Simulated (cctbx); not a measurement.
**Diagnosing a refinement**

Cell a = 3.0250 Å, b = 3.0250 Å, c = 35.6790 Å, α = 90.00°, β = 90.00°, γ = 120.00°; space group R-3m (no. 166). The compound is V2MoP2C5.

Simulated single-crystal data (cctbx): Cu Kα, λ = 1.54184 Å, to d = 0.83 Å, 80 % of the full sphere, strongest reflection 70000 counts, noise from counting, a 2 % proportional error and a noise floor of 2 counts (s.d.); no absorption.

An isotropic refinement with weights 1/σ² prints:

```text
Rint 0.015, 100 unique reflections to 0.83 A
cycle     R1     wR2    GooF  max shift (A)
   1  0.7593  0.9116  73.197   0.26707
   6  0.0061  0.0152   1.223   0.00000
final R1 0.0061 wR2 0.0152 GooF 1.223  parameters 10  data/parameter 10.0
atom        x        y        z      Ueq    occ   su(xyz)  su(Uiso or U11)
Mo1    0.00000  0.00000  0.00000   0.0037  1.000  0.00000  0.0001
V1     0.66667  0.33333  0.13543   0.0074  1.000  0.00001  0.0001
P1     0.33333  0.66667  0.06801   0.0082  1.000  0.00001  0.0002
C1     0.00000  0.00000  0.29706   0.0112  1.000  0.00006  0.0006
C2     0.33333  0.66667  0.16667   0.0111  1.000  0.00000  0.0007
C3     0.66667  0.33333  0.23172   0.0069  1.000  0.00005  0.0005
difference map: max 0.16 min -0.27 rms 0.05
Q1    0.0972  0.1945  0.5984   18    0.17  0.51 A from P1
Q2    0.0000  0.0000  0.0852    6    0.16  0.58 A from C3
Q3    0.0000  0.0000  0.1129    6    0.15  0.40 A from C3
Q4    0.1033  0.5516  0.9130   18    0.11  1.33 A from P1
Q5    0.0000  0.0000  0.2128    6    0.11  0.53 A from V1
Q6    0.0000  0.0000  0.1556    6    0.11  1.51 A from V1
```

Q: Accept it or mend it, and why?

It can stand. The set-up had a fault (start far from the minimum), but the refinement still reached the right minimum: R1 = 0.0061, wR2 = 0.0152, GooF = 1.22 against R1 = 0.0061, wR2 = 0.0152, GooF = 1.22 for the right model.

The compound is V2MoP2C5. The right model at the same level gives:

```text
Rint 0.015, 100 unique reflections to 0.83 A
cycle     R1     wR2    GooF  max shift (A)
   1  0.1294  0.3038  24.393   0.03958
   2  0.0061  0.0152   1.223   0.00000
final R1 0.0061 wR2 0.0152 GooF 1.223  parameters 10  data/parameter 10.0
atom        x        y        z      Ueq    occ   su(xyz)  su(Uiso or U11)
Mo1    0.00000  0.00000  0.00000   0.0037  1.000  0.00000  0.0001
V1     0.66667  0.33333  0.13543   0.0074  1.000  0.00001  0.0001
P1     0.33333  0.66667  0.06801   0.0082  1.000  0.00001  0.0002
C1     0.00000  0.00000  0.29706   0.0112  1.000  0.00006  0.0006
C2     0.33333  0.66667  0.16667   0.0111  1.000  0.00000  0.0007
C3     0.66667  0.33333  0.23172   0.0069  1.000  0.00005  0.0005
difference map: max 0.16 min -0.27 rms 0.05
Q1    0.0972  0.1945  0.5984   18    0.17  0.51 A from P1
Q2    0.0000  0.0000  0.0852    6    0.16  0.58 A from C3
Q3    0.0000  0.0000  0.1129    6    0.15  0.40 A from C3
Q4    0.1033  0.5516  0.9130   18    0.11  1.33 A from P1
Q5    0.0000  0.0000  0.2128    6    0.11  0.53 A from V1
Q6    0.0000  0.0000  0.1556    6    0.11  1.51 A from V1
```

The model is made up (kin elements in a known structure type, no relaxation), so it says nothing on whether the phase exists.

[Middle refinement cycles are left out of these outputs.]

[Logs are printed without paths, hosts, clocks, repeated set-up lines and the standing remarks that a program may print on its own settings, such as how far it seeks lower states.]
